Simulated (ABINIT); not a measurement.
**CaSnF4 (P4/mmm): G0W0 with ABINIT, start to end**

Wanted: ground state, empty states, screening and self-energy for CaSnF4 (P4/mmm).

Method: LDA and many-body steps on it, plane waves, in ABINIT 10.8.3.

**1. The starting structure**

The structure is tetragonal, space group P4/mmm (No. 123). Conventional cell: a = 4.005 Å, b = 4.005 Å, c = 5.780 Å, α = 90.00°, β = 90.00°, γ = 90.00°. Nearest to Ca lie 8 F at 2.42 Å. Nearest to Sn lie 8 F at 2.52 Å. F has 2 Ca at 2.42 Å and 2 Sn at 2.52 Å nearest. Farther neighbours, and contacts between anions beyond the nearest, are not listed.

The cell and positions are those that the Materials Project relaxed with its own functionals (PBE, PBE+U or r2SCAN), kept fixed.

**2. Ground state**

This step: ABINIT 10.8.3; DFT, LDA, plane waves, norm-conserving pseudopotentials.

The ground-state density comes first.

run.abi reads:

```
acell 3*1.0 Angstrom
rprim 
  4.004548000000 0.000000000000 0.000000000000
  0.000000000000 4.004548000000 0.000000000000
  0.000000000000 0.000000000000 5.780467000000
ntypat 3
znucl 20 50 9
natom 6
typat 1 2 3 3 3 3
xred 
  0.000000000000 0.000000000000 0.500000000000
  0.500000000000 0.500000000000 0.000000000000
  0.500000000000 0.000000000000 0.265738000000
  0.500000000000 0.000000000000 0.734262000000
  0.000000000000 0.500000000000 0.734262000000
  0.000000000000 0.500000000000 0.265738000000
pp_dirpath "pseudos"
pseudos "Ca.upf, Sn.upf, F.upf"
ecut 38
ngkpt 6 6 4
nshiftk 1
shiftk 0 0 0
kptopt 1
chksymbreak 0
nband 37
occopt 1
tolvrs 1e-10
nstep 60
prtwf 0
optforces 0
optstress 0
indata_prefix "in"
outdata_prefix "out"
tmpdata_prefix "tmp"
```

The run is started by

```sh
> OMP_NUM_THREADS=1 mpirun -n 8 abinit run.abi > log
```

Standard output:

```text
.Version 10.8.3 of ABINIT. v10.8.2 released Aug 2026.

 Symmetries : space group P4/m m m (#123); Bravais tP (primitive tetrag.)
================================================================================
 Values of the parameters that define the memory need of the present run
     intxc =       0    ionmov =       0      iscf =       7    lmnmax =       6
     lnmax =       6     mgfft =      64  mpssoang =       3    mqgrid =    3032
     natom =       6  nloc_mem =       1    nspden =       1   nspinor =       1
    nsppol =       1      nsym =      16    n1xccc =    2501    ntypat =       3
    occopt =       1   xclevel =       1
-    mband =          37        mffmem =           1         mkmem =           4
       mpw =        7027          nfft =      129600          nkpt =          30
================================================================================
  Rough estimation (10% accuracy) of disk space for files :
================================================================================

--------------------------------------------------------------------------------
------------- Echo of variables that govern the present computation ------------
--------------------------------------------------------------------------------
 -outvars: echo values of preprocessed input variables --------
            acell      1.8897261259E+00  1.8897261259E+00  1.8897261259E+00 Bohr

      chksymbreak           0
             ecut      3.80000000E+01 Hartree
-          fftalg         312

              ixc       -1012
              kpt      0.00000000E+00  0.00000000E+00  0.00000000E+00
                       1.66666667E-01  0.00000000E+00  0.00000000E+00
                       3.33333333E-01  0.00000000E+00  0.00000000E+00
                       5.00000000E-01  0.00000000E+00  0.00000000E+00
                       1.66666667E-01  1.66666667E-01  0.00000000E+00
                       3.33333333E-01  1.66666667E-01  0.00000000E+00
                       5.00000000E-01  1.66666667E-01  0.00000000E+00
                       3.33333333E-01  3.33333333E-01  0.00000000E+00
                       5.00000000E-01  3.33333333E-01  0.00000000E+00
   [... 19 further rows ...]
                       5.00000000E-01  3.33333333E-01  5.00000000E-01
                       5.00000000E-01  5.00000000E-01  5.00000000E-01
         kptrlatt        6    0    0      0    6    0      0    0    4
          kptrlen      4.36939980E+01
P           mkmem           4
            natom           6
            nband          37
            ngfft          45      45      64
             nkpt          30
            nstep          60
             nsym          16
           ntypat           3
              occ      2.000000  2.000000  2.000000  2.000000  2.000000  2.000000
                       2.000000  2.000000  2.000000  2.000000  2.000000  2.000000
                       2.000000  2.000000  2.000000  2.000000  2.000000  2.000000
                       2.000000  2.000000  2.000000  2.000000  2.000000  2.000000
                       2.000000  2.000000  2.000000  2.000000  2.000000  2.000000
                       0.000000  0.000000  0.000000  0.000000  0.000000  0.000000
                       0.000000
        optforces           0
        optstress           0
            prtwf           0
            rprim      4.0045480000E+00  0.0000000000E+00  0.0000000000E+00
[...]
spgroup         123

           tolvrs      1.00000000E-10

             xred      0.0000000000E+00  0.0000000000E+00  5.0000000000E-01
[...]
znucl       20.00000   50.00000    9.00000

================================================================================

 chkinp: Checking input parameters for consistency.

================================================================================
== DATASET  1 ==================================================================
-   mpi_nproc: 8, omp_nthreads: 1 (-1 if OMP is not activated)

--- !DatasetInfo
iteration_state: {dtset: 1, }
dimensions: {natom: 6, nkpt: 30, mband: 37, nsppol: 1, nspinor: 1, nspden: 1, mpw: 7027, }
cutoff_energies: {ecut:  38.0, pawecutdg:  -1.0, }
electrons: {nelect:   6.00000000E+01, charge:   0.00000000E+00, occopt:   1.00000000E+00, tsmear:   1.00000000E-02, }

 Real(R)+Recip(G) space primitive vectors, cartesian coordinates (Bohr,Bohr^-1):
 R(1)=  7.5674990  0.0000000  0.0000000  G(1)=  0.1321441  0.0000000  0.0000000
 R(2)=  0.0000000  7.5674990  0.0000000  G(2)=  0.0000000  0.1321441  0.0000000
 R(3)=  0.0000000  0.0000000 10.9234995  G(3)=  0.0000000  0.0000000  0.0915458
 Unit cell volume ucvol=  6.2555649E+02 bohr^3
 Angles (23,13,12)=  9.00000000E+01  9.00000000E+01  9.00000000E+01 degrees

 getcut: wavevector=  0.0000  0.0000  0.0000  ngfft=  45  45  64
         ecut(hartree)=     38.000   => boxcut(ratio)=   2.09529

--- Pseudopotential description ------------------------------------------------
- Ca Generated using ONCVPSP code by D. R. Hamann
- 20.00000  10.00000  180309                  znucl, zion, pspdat
12 -1012 2 -1 1724                            pspcod,pspxc,lmax,lloc,mmax
     nproj     2     2     2
  pspatm : epsatm=   12.51424511
         --- l  ekb(1:nproj) -->
[...]
pspatm: atomic psp has been read  and splines computed

- Sn Generated using ONCVPSP code by D. R. Hamann
- 50.00000  22.00000  180309                  znucl, zion, pspdat
12 -1012 2 -1 1608                            pspcod,pspxc,lmax,lloc,mmax
     nproj     2     2     2
  pspatm : epsatm=   27.51067946
         --- l  ekb(1:nproj) -->
[...]
pspatm: atomic psp has been read  and splines computed

- F Generated using ONCVPSP code by D. R. Hamann
-  9.00000   7.00000  201202                  znucl, zion, pspdat
12 -1012 2 -1 824                             pspcod,pspxc,lmax,lloc,mmax
     nproj     2     2     1
  pspatm : epsatm=    4.94580260
         --- l  ekb(1:nproj) -->
[...]
2   -2.364936
 pspatm: atomic psp has been read  and splines computed

   3.58848810E+03                                ecore*ucvol(ha*bohr**3)
--------------------------------------------------------------------------------

_setup2: Arith. and geom. avg. npw (full set) are    6999.729    6999.709

================================================================================

--- !BeginCycle
iteration_state: {dtset: 1, }
solver: {iscf: 7, nstep: 60, nline: 4, wfoptalg: 0, }
tolerances: {tolvrs: 1.00E-10, }

     iter   Etot(hartree)      deltaE(h)  residm     vres2
 ETOT  1  -358.17352375999    -3.582E+02 2.171E-01 1.151E+03
 ETOT  2  -358.55089211826    -3.774E-01 2.323E-02 6.097E+02
 ETOT  3  -358.78713107480    -2.362E-01 7.419E-03 8.229E+01
 ETOT  4  -358.79869843925    -1.157E-02 4.059E-03 4.227E+00
 ETOT  5  -358.79974038931    -1.042E-03 4.090E-03 6.404E-01
 ETOT  6  -358.79976993933    -2.955E-05 1.690E-03 1.244E-01
 ETOT  7  -358.79978906435    -1.913E-05 3.449E-03 7.534E-03
 ETOT  8  -358.79978987455    -8.102E-07 1.459E-03 3.943E-04
 ETOT  9  -358.79978991613    -4.158E-08 2.871E-03 2.708E-05
 ETOT 10  -358.79978992161    -5.477E-09 9.697E-04 2.862E-08
 ETOT 11  -358.79978992163    -2.001E-11 1.261E-03 1.542E-09
 ETOT 12  -358.79978992162     5.400E-12 4.676E-04 1.226E-10
 ETOT 13  -358.79978992162     1.478E-12 5.300E-04 2.467E-11

 At SCF step   13       vres2   =  2.47E-11 < tolvrs=  1.00E-10 =>converged.

--- !ResultsGS
iteration_state: {dtset: 1, }
comment   : Summary of ground state results
lattice_vectors:
- [  7.5674990,   0.0000000,   0.0000000, ]
- [  0.0000000,   7.5674990,   0.0000000, ]
- [  0.0000000,   0.0000000,  10.9234995, ]
lattice_lengths: [   7.56750,    7.56750,   10.92350, ]
lattice_angles: [ 90.000,  90.000,  90.000, ] # degrees, (23, 13, 12)
lattice_volume:   6.2555649E+02
convergence: {deltae:  1.478E-12, res2:  2.467E-11, residm:  5.300E-04, diffor:  0.000E+00, }
etotal    :  -3.58799790E+02
entropy   :   0.00000000E+00
fermie    :   1.07503608E-01
cartesian_stress_tensor: null
pressure_GPa: null
xred      :
- [  0.0000E+00,   0.0000E+00,   5.0000E-01, Ca]
- [  5.0000E-01,   5.0000E-01,   0.0000E+00, Sn]
- [  5.0000E-01,   0.0000E+00,   2.6574E-01,  F]
- [  5.0000E-01,   0.0000E+00,   7.3426E-01,  F]
- [  0.0000E+00,   5.0000E-01,   7.3426E-01,  F]
- [  0.0000E+00,   5.0000E-01,   2.6574E-01,  F]
cartesian_forces: null
force_length_stats: {min: null, max: null, mean: null, }

 Integrated electronic density in atomic spheres:
 ------------------------------------------------
 Atom  Sphere_radius  Integrated_density
[...]
================================================================================

 ----iterations are completed or convergence reached----

 Mean square residual over all n,k,spin=   20.777E-07; max=  53.002E-05
 reduced coordinates (array xred) for    6 atoms
[...]
0.500000      0.500000      0.000000
       0.500000      0.000000      0.265738
       0.500000      0.000000      0.734262
       0.000000      0.500000      0.734262
       0.000000      0.500000      0.265738
 rms dE/dt=  0.0000E+00; max dE/dt=  0.0000E+00; dE/dt below (all hartree)
    1       0.000000      0.000000      0.000000
    2       0.000000      0.000000      0.000000
    3       0.000000      0.000000      0.000000
    4       0.000000      0.000000      0.000000
    5       0.000000      0.000000      0.000000
    6       0.000000      0.000000      0.000000

 cartesian coordinates (angstrom) at end:
    1      0.000000     0.000000     2.890233
    2      2.002274     2.002274     0.000000
    3      2.002274     0.000000     1.536090
    4      2.002274     0.000000     4.244377
    5      0.000000     2.002274     4.244377
    6      0.000000     2.002274     1.536090
 length scales=  1.889726  1.889726  1.889726 bohr
              =  1.000000  1.000000  1.000000 angstroms
 prteigrs : about to open file out_EIG
 Fermi (or HOMO) energy (hartree) =   0.10750   Average Vxc (hartree)=  -0.37730
 Eigenvalues (hartree) for nkpt=  30  k points:
 kpt#   1, nband= 37, wtk=  0.00694, kpt=  0.0000  0.0000  0.0000 (reduced coord)
  -4.57933   -2.95880   -2.95880   -2.95837   -1.28701   -0.68662   -0.68566   -0.67173
  -0.65831   -0.61854   -0.61839   -0.61826   -0.61826   -0.61354   -0.59741   -0.59741
  -0.58418   -0.12433   -0.04700   -0.04700   -0.03632   -0.03632   -0.03479    0.00487
   0.01334    0.01334    0.01720    0.01720    0.02189    0.04242    0.27303    0.32407
   0.33029    0.33029    0.36563    0.37039    0.39345
 prteigrs : prtvol=0 or 1, do not print more k-points.

--- !EnergyTerms
iteration_state     : {dtset: 1, }
comment             : Components of total free energy in Hartree
kinetic             :  1.543116E+02
hartree             :  1.167829E+02
xc                  : -5.563918E+01
Ewald energy        : -2.033549E+02
psp_core            :  5.736473E+00
local_psp           : -3.625501E+02
non_local_psp       : -1.408658E+01
total_energy        : -3.587998E+02
total_energy_eV     : -9.763440E+03
band_energy         : -4.501953E+01

== END DATASET(S) ==============================================================
================================================================================

 -outvars: echo values of variables after computation  --------
           etotal     -3.5879978992E+02
            nband          37
             nkpt          30
          spgroup         123
 [... the other variables as echoed above ...]

 Calculation completed.
```

Elapsed: 59 s, on 8 MPI ranks of Arm Neoverse V1, shared host; peak memory 0.8 GiB; 7.9 min of CPU time.

This step gave:

```yaml
total_energy: -9763.4397 eV
gap: 3.394 eV
k_of_the_valence_top: 0.5, 0, 0.5
k_of_the_conduction_bottom: 0, 0, 0.5
least_direct_gap: 3.849 eV
```

The gap is indirect, with the least direct gap 0.46 eV higher.

[end of part 1 of 3]

[Long decimals in the printed logs are rounded to 6 places.]

[Logs are printed without paths, hosts, clocks, repeated set-up lines and the standing remarks that a program may print on its own settings, such as how far it seeks lower states.]

[Paths, hosts, dates, memory and timing lines, banners, echoed tables and standing remarks are left out of the program output; an Ansatz launch command may be rebuilt from the run's recorded settings. Measured values are a selection of at most five: reports struck by readers or far from the other reports are left out. None is set beside runs whose start may be inverted or whose files or cutoffs have a known fault.]

[Runs of the session that timed out or met a known fault of the program may be left out.]

[Hosts, paths, dates, database ids (printed as entryN), source tags and the programs' standing remarks are cut or masked in the printed files.]

[G0W0 gaps are taken among the corrected bands and points alone; a level outside them can change the order at an edge.]

[Where Ansatz stands beside ABINIT at settings called matched, ABINIT's density can come from a denser mesh and the files from another edition; pairs whose starting gaps differed by over 0.03 eV were left out, so agreement reads better than it is.]
